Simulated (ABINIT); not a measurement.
# MoS2 (P6_3/mmc): G0W0 in ABINIT against the screening cutoff in the self-energy, part 2 of 2

Aim: move the screening cutoff in the self-energy of a G0W0 run on MoS2 (P6_3/mmc) over a wide range.

ABINIT 10.8.3; PBE and many-body steps on it, plane waves. Known limits of the many-body steps: not at the basis limit; no spin-orbit coupling; coarse k mesh.

So far. Step 2 (Screening, 6×6×1 mesh, 345 bands, screening to 217.7 eV): Local fields lower ε∞ by 12 %. On a Γ-centred mesh this coarse the value itself is usually too large, while a short band sum pulls it down. Step 5 (2.8 Ha): The gap on the mesh goes from 0.89 eV to 1.15 eV, a correction of +0.26 eV.

The database entry behind the starting cell differs from later determinations by our own check (about 0.3 % long), so it need not match the best structure at ambient conditions.

### 6. 4 Ha

Level of this step: G0W0 on PBE, plane waves, norm-conserving pseudopotentials (ABINIT).

run.abi reads:

```
acell 3*1.0 Angstrom
rprim 
  3.169000000004 -0.000000000001 0.000000000000
  -1.584500000001 2.744434504597 0.000000000000
  0.000000000000 0.000000000000 12.324000000000
ntypat 2
znucl 42 16
natom 6
typat 1 1 2 2 2 2
xred 
  0.333333333333 0.666666666667 0.250000000000
  0.666666666667 0.333333333333 0.750000000000
  0.333333333333 0.666666666667 0.623000000000
  0.666666666667 0.333333333333 0.123000000000
  0.333333333333 0.666666666667 0.877000000000
  0.666666666667 0.333333333333 0.377000000000
pp_dirpath "pseudos"
pseudos "Mo.upf, S.upf"
ecut 36
ngkpt 6 6 1
nshiftk 1
shiftk 0 0 0
kptopt 1
chksymbreak 0
istwfk *1
occopt 1
irdwfk 1
optdriver 4
nband 345
gwcalctyp 0
ecutsigx 36
symsigma 1
nkptgw 3
kptgw 
  0.0000000000 0.0000000000 0.0000000000
  0.1666666667 0.1666666667 0.0000000000
  0.3333333333 0.3333333333 0.0000000000
bdgw 
  25 28
  25 28
  25 28
ecuteps 4
irdscr 1
ppmodel 1
indata_prefix "in"
outdata_prefix "out"
tmpdata_prefix "tmp"
```

Started as:

```
> OMP_NUM_THREADS=1 mpirun -n 8 abinit run.abi > log
```

Log:

```text
.Version 10.8.3 of ABINIT. v10.8.2 released Aug 2026.

 Symmetries : space group P6_3/m m c (#194); Bravais hP (primitive hexag.)
[... echo of the input left out ...]
== DATASET  1 ==================================================================
-   mpi_nproc: 8, omp_nthreads: 1 (-1 if OMP is not activated)

--- !DatasetInfo
iteration_state: {dtset: 1, }
dimensions: {natom: 6, nkpt: 7, mband: 345, nsppol: 1, nspinor: 1, nspden: 1, mpw: 7481, }
cutoff_energies: {ecut:  36.0, pawecutdg:  -1.0, }
[...]
Band     E0 <VxcDFT>   SigX SigC(E0)      Z dSigC/dE  Sig(E)    E-E0       E
[...]
27   9.486 -17.609 -13.378  -3.634   0.774  -0.291 -17.147   0.462   9.948
       28   9.486 -17.609 -13.378  -3.634   0.774  -0.291 -17.147   0.462   9.948

== END DATASET(S) ==============================================================
================================================================================

 -outvars: echo values of variables after computation  --------
           etotal      0.0000000000E+00
            nband         345
             nkpt           7
          spgroup         194
 [... the other variables as echoed above ...]

 Calculation completed.
```

It took 35 s on 8 MPI ranks of Arm Neoverse V1, shared host; peak memory 2.7 GiB; 4.6 min of CPU time.

This step gave:

```
G0W0 gap on the points computed              : 1.202 eV
starting gap on the mesh                     : 0.8887 eV
k of the valence top                         : 0, 0, 0
k of the conduction bottom                   : 0.1667, 0.1667, 0
least direct G0W0 gap on the computed points : 2.111 eV
```

Against the run before, the gap moves by +0.054 eV.

### 7. 6 Ha

run.abi: that of step 6 with these lines changed.

```diff
@@ -41,3 +41,3 @@
   25 28
-ecuteps 4
+ecuteps 6
 irdscr 1
```

Log:

```text
.Version 10.8.3 of ABINIT. v10.8.2 released Aug 2026.

 Symmetries : space group P6_3/m m c (#194); Bravais hP (primitive hexag.)
[... echo of the input left out ...]
== DATASET  1 ==================================================================
-   mpi_nproc: 8, omp_nthreads: 1 (-1 if OMP is not activated)

--- !DatasetInfo
iteration_state: {dtset: 1, }
dimensions: {natom: 6, nkpt: 7, mband: 345, nsppol: 1, nspinor: 1, nspden: 1, mpw: 7481, }
cutoff_energies: {ecut:  36.0, pawecutdg:  -1.0, }
[...]
Band     E0 <VxcDFT>   SigX SigC(E0)      Z dSigC/dE  Sig(E)    E-E0       E
[...]
27   9.486 -17.609 -13.378  -3.660   0.772  -0.296 -17.169   0.440   9.926
       28   9.486 -17.609 -13.378  -3.660   0.772  -0.296 -17.169   0.440   9.926

== END DATASET(S) ==============================================================
================================================================================

 -outvars: echo values of variables after computation  --------
           etotal      0.0000000000E+00
            nband         345
             nkpt           7
          spgroup         194
 [... the other variables as echoed above ...]

 Calculation completed.
```

The job ended after 90 s (8 MPI ranks; peak memory 3.4 GiB; 12 min of CPU time).

This step gave:

```yaml
g0w0_gap_on_the_points_computed: 1.221 eV
starting_gap_on_the_mesh: 0.8887 eV
k_of_the_valence_top: 0, 0, 0
k_of_the_conduction_bottom: 0.1667, 0.1667, 0
least_direct_g0w0_gap_on_the_computed_points: 2.128 eV
```

Against the run before, the gap moves by +0.019 eV.

### 8. 8 Ha

run.abi: that of step 7 with these lines changed.

```diff
@@ -41,3 +41,3 @@
   25 28
-ecuteps 6
+ecuteps 8
 irdscr 1
```

Log:

```text
.Version 10.8.3 of ABINIT. v10.8.2 released Aug 2026.

 Symmetries : space group P6_3/m m c (#194); Bravais hP (primitive hexag.)
[... echo of the input left out ...]
== DATASET  1 ==================================================================
-   mpi_nproc: 8, omp_nthreads: 1 (-1 if OMP is not activated)

--- !DatasetInfo
iteration_state: {dtset: 1, }
dimensions: {natom: 6, nkpt: 7, mband: 345, nsppol: 1, nspinor: 1, nspden: 1, mpw: 7481, }
cutoff_energies: {ecut:  36.0, pawecutdg:  -1.0, }
[...]
Band     E0 <VxcDFT>   SigX SigC(E0)      Z dSigC/dE  Sig(E)    E-E0       E
[...]
27   9.486 -17.609 -13.378  -3.677   0.770  -0.299 -17.183   0.426   9.912
       28   9.486 -17.609 -13.378  -3.677   0.770  -0.299 -17.183   0.426   9.912

== END DATASET(S) ==============================================================
================================================================================

 -outvars: echo values of variables after computation  --------
           etotal      0.0000000000E+00
            nband         345
             nkpt           7
          spgroup         194
 [... the other variables as echoed above ...]

 Calculation completed.
```

It took 3.1 min on 8 MPI ranks; peak memory 5.3 GiB; 25 min of CPU time.

Numbers from this step:

```
G0W0 gap on the points computed              : 1.231 eV
starting gap on the mesh                     : 0.8887 eV
k of the valence top                         : 0, 0, 0
k of the conduction bottom                   : 0.1667, 0.1667, 0
least direct G0W0 gap on the computed points : 2.127 eV
```

Against the run before, the gap moves by +0.010 eV.

### 9. The runs together

Times are wall times on 8 MPI ranks of Arm Neoverse V1, shared host, good to a factor of about two. A run's time includes the screening step that it read.

```
   run   mesh  bands  screening cutoff (eV)  DFT gap (eV)  gap on the mesh (eV)  direct (eV)  ε∞ used     time
0.8 Ha  6×6×1    345                   21.8         0.889                 1.196        2.089    14.42  7.3 min
1.6 Ha  6×6×1    345                   43.5         0.889                 1.113        2.081    14.42  7.3 min
2.8 Ha  6×6×1    345                   76.2         0.889                 1.148        2.103    14.42  7.4 min
  4 Ha  6×6×1    345                  108.8         0.889                 1.202        2.111    14.42  7.7 min
  6 Ha  6×6×1    345                  163.3         0.889                 1.221        2.128    14.42  8.7 min
  8 Ha  6×6×1    345                  217.7         0.889                 1.231        2.127    14.42   10 min
```

### 10. Results

```
0.8 Ha       : 1.196 eV
1.6 Ha       : 1.113 eV
2.8 Ha       : 1.148 eV
4 Ha         : 1.202 eV
6 Ha         : 1.221 eV
8 Ha         : 1.231 eV
known limits : not at the basis limit; no spin-orbit coupling; coarse k mesh
```

In words: The setting moved: screening cutoff in the self-energy. From 0.8 Ha to 8 Ha the gap moves by +0.04 eV, not steadily: it passes through 1.11 eV. It holds to 0.03 eV from 4 Ha on. Bands and screening cutoff are coupled, so a series along one setting does not show full convergence. Bands and cutoff are finite, so the gap is not at the basis limit. The miss can reach some tenths of an eV and take either sign; the mesh is an error of its own. In the first G0W0 run levels were corrected at 3 k points alone, so a gap called «on the mesh» is the least over those, and an edge elsewhere would be missed. The 6×6×1 mesh is coarse for this cell, which bears on the long-range parts of exchange and screening. The many-body steps are scalar-relativistic: spin-orbit coupling is not in them.

[Paths, hosts, dates, memory and timing lines, banners, echoed tables and standing remarks are left out of the program output.]

[Logs are printed without paths, hosts, clocks, repeated set-up lines and the standing remarks that a program may print on its own settings, such as how far it seeks lower states.]

[Runs of the session that timed out or met a known fault of the program may be left out.]

[No measured gap is set beside runs whose start may be inverted or whose files or cutoffs have a known fault.]

[Hosts, paths, dates, database ids (printed as entryN), source tags and the programs' standing remarks are cut or masked in the printed files.]

[G0W0 gaps are taken among the corrected bands and points alone; a level outside them can change the order at an edge.]

[Where Ansatz stands beside ABINIT at settings called matched, ABINIT's density can come from a denser mesh and the files from another edition; pairs whose starting gaps differed by over 0.03 eV were left out, so agreement reads better than it is.]
